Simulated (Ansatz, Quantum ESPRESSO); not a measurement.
# Conductance against width: a Al chain with one bond drawn out, part 3 of 5

Aim: how the conductance falls as the barrier grows, for a Al chain with one bond drawn out.

Quantum ESPRESSO 7.5; plane-wave DFT, LDA, GBRV ultrasoft pseudopotentials; cross-check by Ansatz 0.2.0 with PAW datasets.

So far. Step 2 (SCF with pw.x, 0.3 Å): The run needed 23 iterations to bring the estimated error under 1e-07 Ry; the largest force on any atom, held or free, is 1.37 eV/Å.

## Step 4: Cross-check with Ansatz, 0.3 Å

A second code with its own PAW datasets, on the same atoms.

Level of this step: plane-wave DFT, LDA, Ansatz PAW (Ansatz 0.2.0).

Contents of input.yaml:

```yaml
crystal:
  lattice:
    - [7.5, 0.0, 0.0]
    - [0.0, 7.5, 0.0]
    - [0.0, 0.0, 29.1]
  atoms:
    - { symbol: Al, position: [0.5, 0.5, 0.0] }
    - { symbol: Al, position: [0.5, 0.5, 0.0824742268] }
    - { symbol: Al, position: [0.5, 0.5, 0.1649484536] }
    - { symbol: Al, position: [0.5, 0.5, 0.2474226804] }
    - { symbol: Al, position: [0.5, 0.5, 0.3298969072] }
    - { symbol: Al, position: [0.5, 0.5, 0.412371134] }
    - { symbol: Al, position: [0.5, 0.5, 0.5051546392] }
    - { symbol: Al, position: [0.5, 0.5, 0.587628866] }
    - { symbol: Al, position: [0.5, 0.5, 0.6701030928] }
    - { symbol: Al, position: [0.5, 0.5, 0.7525773196] }
    - { symbol: Al, position: [0.5, 0.5, 0.8350515464] }
    - { symbol: Al, position: [0.5, 0.5, 0.9175257732] }
kpoints:
  mp_grid: { grid: [1, 1, 4] }
hamiltonian:
  xc: lda
scf:
  occupations: { method: fermi_dirac, width: 0.1 }
  convergence: { dr2_threshold: 1.0e-08 }
output:
  transmission:
    leads: [[0, 1]]
    e_range: [-2.0, 2.0]
    de: 0.05
    kmesh: [1, 1]
    reduced_basis: true
  write_potential: true
  write_density: true
  volumetric_format: npy
```

On the command line:

```bash
$ ansatz run input.yaml --threads 4 --pin off --max-ram 8192MiB --backend cpu --events-out ev --progress --plain --runs-dir out
```

Numbers of over 12 decimals in the logs are rounded to 6 here.

The program printed:

```text
Engine: ansatz 0.2.0, aarch64-unknown-linux-gnu
Pseudopotentials: kind: paw
Pseudopotential: Al, paw, valence charge 3, recommended cutoff 420 eV (normal), Al.paw.azcp
Functional definition: SPW92
  exchange = slater_x
  correlation = pw_c
Crystal: 12 atoms, lattice volume = 1636.875 Å³
Basis set: ecut = 420 eV, 32017 PW (Γ)
Bands: 30, of which v1, the nominal top of the filled ones, is band 18 counted from 1 (17 counted from 0)
Symmetry: 16 space group operations
Space group: P4/mmm (ITA 123), of the structure as read, at distance tolerance 1.2e-4 Å
k-points: 3 of 4
Non-local potential: Al, projectors of the file, l = 0: 2, l = 1: 2, l = 2: 1
PAW form: soft (Blöchl's): semilocal exchange-correlation on the pseudo side does not see the compensation charge
PAW frozen core: Al, regenerated for the run's functional, and the local potential with it (the file was generated under x = pbe(κ = 0.804, μ = 0.219515), c = pbe(β = 0.066725))
PAW one-centre angular grid: Al, 110 points (default); XC on 64 Gauss nodes
Initial density: superposition of atomic densities (neutral atoms: chi_scale 0, normalization atom), corrected by the library's trained network
Initial wavefunctions: pseudopotential atomic-orbital guess
Functional: x = slater, c = lda
SCF iter   1: F=—  HF=-6128.340760 eV  |F-HF|=—  |Δ(HF+E_count)|=         —  Δρ=1.97e-3  dr2=5.67e-1  ethr=1.77e-3  ⟨swp⟩=7.3  Hψ=514  notcnv=0
preconditioner: auto → LDOS  [metal: Δε(μ)=0.064 eV  Ē_g=4.054 eV  σ=0.100 eV  W_gap=0.16  n_scr=84 (ndim 8)  ℏωp=5.5 eV  f_vac=0.471  D(μ)=16.92/eV (n_scr^D=84)  β→1.0]
SCF iter   2: F=—  HF=-6128.335262 eV  |F-HF|=—  |Δ(HF+E_count)|=   5.50e-3  Δρ=6.26e-4  dr2=4.60e-2  ethr=1.57e-3  ⟨swp⟩=1.0  Hψ=114  notcnv=0
SCF iter   3: F=—  HF=-6128.334058 eV  |F-HF|=—  |Δ(HF+E_count)|=   1.20e-3  Δρ=1.70e-4  dr2=3.20e-3  ethr=1.28e-4  ⟨swp⟩=1.0  Hψ=90  notcnv=0
SCF iter   4: F=—  HF=-6128.333920 eV  |F-HF|=—  |Δ(HF+E_count)|=   1.39e-4  Δρ=4.27e-5  dr2=1.41e-4  ethr=8.89e-6  ⟨swp⟩=2.3  Hψ=123  notcnv=0
SCF iter   5: F=—  HF=-6128.333923 eV  |F-HF|=—  |Δ(HF+E_count)|=   3.63e-6  Δρ=1.13e-5  dr2=1.17e-5  ethr=3.91e-7  ⟨swp⟩=1.7  Hψ=104  notcnv=0
SCF iter   6: F=—  HF=-6128.333924 eV  |F-HF|=—  |Δ(HF+E_count)|=   1.25e-6  Δρ=3.37e-6  dr2=7.85e-7  ethr=3.26e-8  ⟨swp⟩=3.3  Hψ=176  notcnv=0
SCF iter   7: F=—  HF=-6128.333822 eV  |F-HF|=—  |Δ(HF+E_count)|=   1.02e-4  Δρ=1.18e-6  dr2=1.06e-7  ethr=2.18e-9  ⟨swp⟩=1.0  Hψ=90  notcnv=0
SCF iter   8: F=-6128.333822 eV  HF=-6128.333822 eV  |F-HF|=4.50e-9  |Δ(HF+E_count)|=   4.42e-9  Δρ=2.99e-7  dr2=7.11e-9  ethr=2.78e-11  ⟨swp⟩=5.3  Hψ=314  notcnv=0
SCF 1 converged in 8 iterations: F = -6128.333822 eV  dr2 = 7.11e-9
  greatest PAW one-centre occupation: 0.495 electrons in one spin orbital (limit 2), on the Al atom at site 6 (counted from 0), in its partial waves of l = 0
transmission: 36 of 216 steps passed
transmission: 72 of 216 steps passed
[...]
transmission: 216 of 216 steps passed
WARN: The output density's exchange-correlation potential varies sharply where the density is thin. Do not read a vacuum level from v_tot or v_xc, or from such a field of the output density. On a cell that repeats whose density bears no net charge and no dipole along the vacuum's axis use v_es (v_loc + v_h of the components); under efield.dipole_correction with no amplitude use v_es + v_field, which holds any externa [...]
SCF converged after 8 iterations
Free energy (F): -6128.333822 eV
Harris-Foulkes:  -6128.333822 eV  (|F-HF|=4.50e-9)
Internal energy: -6127.762776 eV  (E = F + TS)
E sigma→0 (E₀):  -6128.048299 eV
Entropy (-TS):   -0.571046 eV (-47.587 meV/atom)
Fermi energy:    -2.626738 eV
--- Per-component energies (eV) ---
  E_band       = -204.832504
  E_kinetic    = 230.921095
  E_local      = -888.441064  (includes V_loc(G=0)·N_el)
  E_nonlocal   = 141.350244
  E_hartree    = 330.745125
  E_xc         = -433.739398
  E_vxc        = -301.482441  (∫ρ·V_xc dr)
  E_paw        = -5319.766644  (= ΣΔE_a)
  E_vpaw       = -48.669421  (= ΣTr[D̂ρ^β])
  E_aug_tail   = -0.000045  (compensation charges beyond the density's cutoff)
  E_ewald      = -189.500689
  E_core_change = 0.668598  (= ΣΔE_core)
  E_smearing   = -0.571046  (= −TS)
  E_closure    = -0.000000  (closes the sum)
  Σ components = -6128.333822   (vs F -6128.333822, Δ=0.00e0)
--- Band table (eV) ---
  k-point 0: bands = [... 14 lower, -2.8719, -2.8719, -2.8426, -2.8426, -2.3897, -2.3897, -2.3359, -2.3359, ... 8 higher]
  k-point 1: bands = [... 14 lower, -2.9297, -2.9297, -2.7643, -2.7643, -2.5180, -2.5180, -2.1882, -2.1882, ... 8 higher]
  k-point 2: bands = [... 14 lower, -2.9708, -2.9708, -2.6676, -2.6676, -2.6348, -2.6348, -2.0305, -2.0305, ... 8 higher]
--- Transmission ---
  basis      : 497 plane waves across, 36 finite elements along
  points     : 1, standing for a mesh of 1 x 1
  energies   : 81 from -2.000000 to 2.000000 eV about the Fermi level, 0.050000 eV apart; the leads are filled to 0.000000 eV, and channels, transmission and decay are at 0.000000 eV
  crystal 0  : Al1, at the sites [0, 1], period 2.4000 Å, over 28.80 Å; its Hamiltonian steps by up to 3.7 meV
    offset         : up to 0.0000 Å between an atom of the period and one for which it stands
    channels       : 2.000000e0 a spin
    conductance    : none, the energies end too early or step too widely for 300 K: set another output.transmission.e_range or a lower de, or, where they end at an eighth of basis.ecutwfc, a higher one
  junction   : crystal 0 to crystal 0, -0.50 to 26.20 Å
    transmission   : 1.913367e0 a spin
    error estimate : 6.429181e-5 a spin from the reduction of the transverse basis, at the most 5.688563e-4 at -0.400000 eV
    conductance    : none, the energies end too early or step too widely for 300 K: set another output.transmission.e_range or a lower de, or, where they end at an eighth of basis.ecutwfc, a higher one
```

Wall time 23 s (4 threads of Arm Neoverse V1, shared host); peak memory 1.4 GiB; 82 s of CPU time.

Read from the output:

```
free energy                                  : -6128.3338 eV
energy at zero smearing                      : -6128.0483 eV
smearing term TS                             : 0.5710 eV
Fermi energy                                 : -2.627 eV
symmetry operations                          : 16
transmission at the Fermi level, one spin    : 1.913
step of the lead's Hamiltonian over a period : 3.7 meV
```

Per spin. Transmission against energy, zero at the Fermi level:

energy (eV), transmission and a bar:
```
   -2.000       0.99 ###########
   -1.800       0.99 ###########
   -1.600       1.00 ###########
   -1.400       1.00 ###########
   -1.200       0.00 
   -1.000       0.00 
   -0.800       0.00 
   -0.600       0.00 
   -0.400       1.01 ###########
   -0.200       1.87 ####################
    0.000       1.91 #####################
    0.200       1.88 ####################
    0.400       1.85 ####################
    0.600       1.83 ####################
    0.800       2.00 ######################
    1.000       2.47 ###########################
    1.200       2.60 ############################
    1.400       2.67 #############################
    1.600       2.71 #############################
    1.800       2.74 ##############################
    2.000       2.76 ##############################
```

Per spin. Table of open channels by energy, zero at the Fermi level:

```csv
energy (eV),open channels
-2.000,1
-1.800,1
-1.600,1
-1.400,1
-1.200,0
-1.000,0
-0.800,0
-0.600,0
-0.400,2
-0.200,2
0.000,2
0.200,2
0.400,2
0.600,2
0.800,3
1.000,3
1.200,3
1.400,3
1.600,3
1.800,3
2.000,3
```

Ansatz finds T = 1.91 against pwcond's 1.94.

## Step 5: SCF with pw.x, 0.8 Å

Level of this step: plane-wave DFT, LDA, GBRV ultrasoft pseudopotentials (Quantum ESPRESSO 7.5).

Contents of j1.scf.in:

```
&control
  prefix = 'j1.scf'
  outdir = './out'
  pseudo_dir = './pseudo'
  calculation = 'scf'
  tprnfor = .true.
/
&system
  ibrav = 0
  nat = 12
  ntyp = 1
  ecutwfc = 34
  ecutrho = 170
  occupations = 'smearing'
  smearing = 'mv'
  degauss = 0.01
/
&electrons
  conv_thr = 1e-07
  mixing_beta = 0.25
  electron_maxstep = 120
  mixing_mode = 'local-TF'
/
ATOMIC_SPECIES
  Al  26.9815  al_lda_v1.uspp.F.UPF
CELL_PARAMETERS angstrom
  7.50000000000000 0.00000000000000 0.00000000000000
  0.00000000000000 7.50000000000000 0.00000000000000
  0.00000000000000 0.00000000000000 29.60000000000000
ATOMIC_POSITIONS crystal
  Al  0.500000000000 0.500000000000 0.000000000000
  Al  0.500000000000 0.500000000000 0.081081081081
  Al  0.500000000000 0.500000000000 0.162162162162
  Al  0.500000000000 0.500000000000 0.243243243243
  Al  0.500000000000 0.500000000000 0.324324324324
  Al  0.500000000000 0.500000000000 0.405405405405
  Al  0.500000000000 0.500000000000 0.513513513514
  Al  0.500000000000 0.500000000000 0.594594594595
  Al  0.500000000000 0.500000000000 0.675675675676
  Al  0.500000000000 0.500000000000 0.756756756757
  Al  0.500000000000 0.500000000000 0.837837837838
  Al  0.500000000000 0.500000000000 0.918918918919
K_POINTS automatic
  1 1 3 0 0 0
```

On the command line:

```bash
$ OMP_NUM_THREADS=1 mpirun -n 4 pw.x -nk 1 -in j1.scf.in > j1.scf.out
```

The program printed:

```text
[banner, memory and clock lines left out]
Program PWSCF v.7.5 starts
[...]
Message from routine setup:
[...]
number of electrons       =        36.00
     number of Kohn-Sham states=           22
     kinetic-energy cutoff     =      34.0000  Ry
     charge density cutoff     =     170.0000  Ry
[...]
number of k points=     2  Marzari-Vanderbilt smearing, width (Ry)=  0.0100
[...]
Dense  grid:   420693 G-vectors     FFT dimensions: (  60,  60, 240)
[...]
negative rho (up, down):  1.101E-06 0.000E+00
     Starting wfcs are   48 randomized atomic wfcs
[...]
negative rho (up, down):  4.581E-08 0.000E+00
[...]
estimated scf accuracy    <       0.91557245 Ry
[...]
negative rho (up, down):  8.116E-04 0.000E+00
[...]
estimated scf accuracy    <       0.63496540 Ry
[...]
estimated scf accuracy    <       0.07210535 Ry
[...]
negative rho (up, down):  2.123E-05 0.000E+00
[...]
estimated scf accuracy    <       0.06895268 Ry
[...]
negative rho (up, down):  5.442E-04 0.000E+00
[...]
estimated scf accuracy    <       0.15569494 Ry
[...]
negative rho (up, down):  2.010E-04 0.000E+00
[...]
estimated scf accuracy    <       0.13418958 Ry
[...]
negative rho (up, down):  5.622E-05 0.000E+00
[...]
estimated scf accuracy    <       0.02441599 Ry
[...]
negative rho (up, down):  4.135E-07 0.000E+00
[...]
estimated scf accuracy    <       0.02080847 Ry
[...]
negative rho (up, down):  7.048E-06 0.000E+00
[...]
estimated scf accuracy    <       0.03453489 Ry
[...]
negative rho (up, down):  2.759E-06 0.000E+00
[...]
estimated scf accuracy    <       0.00848530 Ry
[...]
negative rho (up, down):  4.758E-08 0.000E+00
[...]
estimated scf accuracy    <       0.00821400 Ry
[...]
negative rho (up, down):  4.822E-08 0.000E+00
[...]
estimated scf accuracy    <       0.01284599 Ry
[...]
negative rho (up, down):  3.186E-08 0.000E+00
[...]
estimated scf accuracy    <       0.00983415 Ry
[...]
negative rho (up, down):  5.098E-07 0.000E+00
[...]
estimated scf accuracy    <       0.01378397 Ry
[...]
negative rho (up, down):  1.845E-06 0.000E+00
[...]
estimated scf accuracy    <       0.00786528 Ry
[...]
negative rho (up, down):  1.462E-06 0.000E+00
[...]
estimated scf accuracy    <       0.00177923 Ry
[...]
negative rho (up, down):  5.044E-06 0.000E+00
[...]
estimated scf accuracy    <       0.00157916 Ry
[...]
negative rho (up, down):  2.425E-06 0.000E+00
[...]
estimated scf accuracy    <       0.00150507 Ry
[...]
negative rho (up, down):  2.989E-06 0.000E+00
[...]
estimated scf accuracy    <       0.00049087 Ry
[...]
negative rho (up, down):  2.785E-06 0.000E+00
[...]
estimated scf accuracy    <       0.00061820 Ry
[...]
negative rho (up, down):  4.924E-06 0.000E+00
[...]
estimated scf accuracy    <       0.00017879 Ry
[...]
negative rho (up, down):  6.857E-06 0.000E+00
[...]
estimated scf accuracy    <       0.00021573 Ry
[...]
negative rho (up, down):  9.625E-06 0.000E+00
[...]
estimated scf accuracy    <       0.00016789 Ry
[...]
negative rho (up, down):  1.452E-05 0.000E+00
[...]
estimated scf accuracy    <       0.00010378 Ry
[...]
negative rho (up, down):  2.593E-05 0.000E+00
[...]
estimated scf accuracy    <       0.00005875 Ry
[...]
negative rho (up, down):  1.821E-05 0.000E+00
[...]
estimated scf accuracy    <       0.00002702 Ry
[...]
negative rho (up, down):  1.838E-05 0.000E+00
[...]
estimated scf accuracy    <       0.00000112 Ry
[...]
negative rho (up, down):  1.764E-05 0.000E+00
[...]
estimated scf accuracy    <       0.00000988 Ry
[...]
negative rho (up, down):  1.730E-05 0.000E+00
[...]
estimated scf accuracy    <       0.00000301 Ry
[...]
negative rho (up, down):  1.744E-05 0.000E+00
[...]
estimated scf accuracy    <       0.00000185 Ry
[...]
negative rho (up, down):  1.783E-05 0.000E+00
[...]
estimated scf accuracy    <       0.00000087 Ry
[...]
negative rho (up, down):  1.829E-05 0.000E+00
[...]
estimated scf accuracy    <       0.00000044 Ry
[...]
negative rho (up, down):  1.762E-05 0.000E+00
[...]
the Fermi energy is    -2.6775 ev
!    total energy              =     -77.72749278 Ry
     estimated scf accuracy    <       0.00000002 Ry
     smearing contrib. (-TS)   =       0.00277829 Ry
     internal energy E=F+TS    =     -77.73027106 Ry
[...]
one-electron contribution =     -40.15539398 Ry
     hartree contribution      =      24.27882035 Ry
     xc contribution           =     -47.84902167 Ry
     ewald contribution        =     -14.00467576 Ry
     convergence has been achieved in  33 iterations
     negative rho (up, down):  1.762E-05 0.000E+00
[...]
Total force =     0.091214     Total SCF correction =     0.000090
[...]
```

Wall time 57 s (4 MPI ranks); peak memory 0.98 GiB; 3.8 min of CPU time.

Numbers from this step:

| Quantity | Value |
| --- | --- |
| free energy | -1057.5364 eV |
| Fermi energy | -2.678 eV |

## Step 6: Transmission with pwcond.x, 0.8 Å

Contents of j1.cond.in:

```
&inputcond
  outdir = './out'
  prefixt = 'j1.scf'
  tran_file = 'j1.cond.dat'
  bdl = 0.6400000000
  bds = 3.9466666667
  ikind = 1
  ewind = 4.0
  epsproj = 1e-05
  nz1 = 7
  energy0 = 2.0
  denergy = -0.1
/
1
  0.00000000 0.00000000 1.00000000
41
```

On the command line:

```bash
$ OMP_NUM_THREADS=1 mpirun -n 4 pwcond.x -in j1.cond.in > j1.cond.out
```

The program printed:

```text
[banner, memory and clock lines left out]
Program PWCOND v.7.5 starts
[citation notice left out]

[...]
./out/j1.scf.save/

[...]
negative rho (up, down):  1.762E-05 0.000E+00
     Reading collected, re-writing distributed wavefunctions

===== INPUT FILE containing all the regions =====

     GEOMETRY:

     lattice parameter (alat)  =      14.1729  a.u.
     the volume                =   11235.9769 (a.u.)^3
     the cross section         =     200.8724 (a.u.)^2
     l of the unit cell        =       3.9467 (alat)
[...]
T_tot    -0.30000      0.15071E+01
   T_tot    -0.40000      0.63443E-02
   T_tot    -0.50000      0.00000E+00
   T_tot    -0.60000      0.00000E+00
   T_tot    -0.70000      0.00000E+00
   T_tot    -0.80000      0.00000E+00
   T_tot    -0.90000      0.00000E+00
   T_tot    -1.00000      0.00000E+00
   T_tot    -1.10000      0.00000E+00
   T_tot    -1.20000      0.00000E+00
   T_tot    -1.30000      0.11121E+01
   T_tot    -1.40000      0.17503E+01
   T_tot    -1.50000      0.17656E+01
   T_tot    -1.60000      0.17470E+01
   T_tot    -1.70000      0.17165E+01
   T_tot    -1.80000      0.16797E+01
   T_tot    -1.90000      0.16397E+01
   T_tot    -2.00000      0.15985E+01

[...]
```

The job ended after 96 s (4 MPI ranks; peak memory 0.38 GiB; 6.4 min of CPU time).

Read from the output:

| Item | Value |
| --- | --- |
| transmission at the Fermi level, one spin | 1.536 |
| conductance | 1.536 G₀ |

Per spin. Table of transmission by energy, zero at the Fermi level:

energy (eV), transmission and a bar:
```
    -2.00       0.80 #############
    -1.90       0.82 #############
    -1.70       0.86 ##############
    -1.60       0.87 ##############
    -1.50       0.88 ##############
    -1.40       0.88 ##############
    -1.30       0.56 #########
    -1.20       0.00 
    -1.00       0.00 
    -0.90       0.00 
    -0.80       0.00 
    -0.60       0.00 
    -0.50       0.00 
    -0.30       0.75 ############
    -0.20       1.12 ##################
    -0.10       1.45 #######################
     0.00       1.54 #########################
     0.10       1.40 #######################
     0.20       1.22 ####################
     0.30       1.11 ##################
     0.50       1.05 #################
     0.60       1.04 #################
     0.80       1.06 #################
     0.90       1.15 ###################
     1.00       1.23 ####################
     1.20       1.35 ######################
     1.30       1.45 ########################
     1.40       1.54 #########################
     1.60       1.68 ###########################
     1.70       1.74 ############################
     1.90       1.82 #############################
     2.00       1.85 ##############################
```

T goes from 1.94 to 1.54, a factor of 1.3.

[end of part 3 of 5]

[Logs are printed without paths, hosts, clocks, repeated set-up lines and the standing remarks that a program may print on its own settings, such as how far it seeks lower states.]

[Hosts, paths, dates, database ids (printed as entryN), source tags and the programs' standing remarks are cut or masked in the printed files.]

[Maps of the electrostatic potential energy from Ansatz leave out the sawtooth potential of an applied field or a dipole correction, so their vacuum need not be flat; planar profiles and work functions include it.]
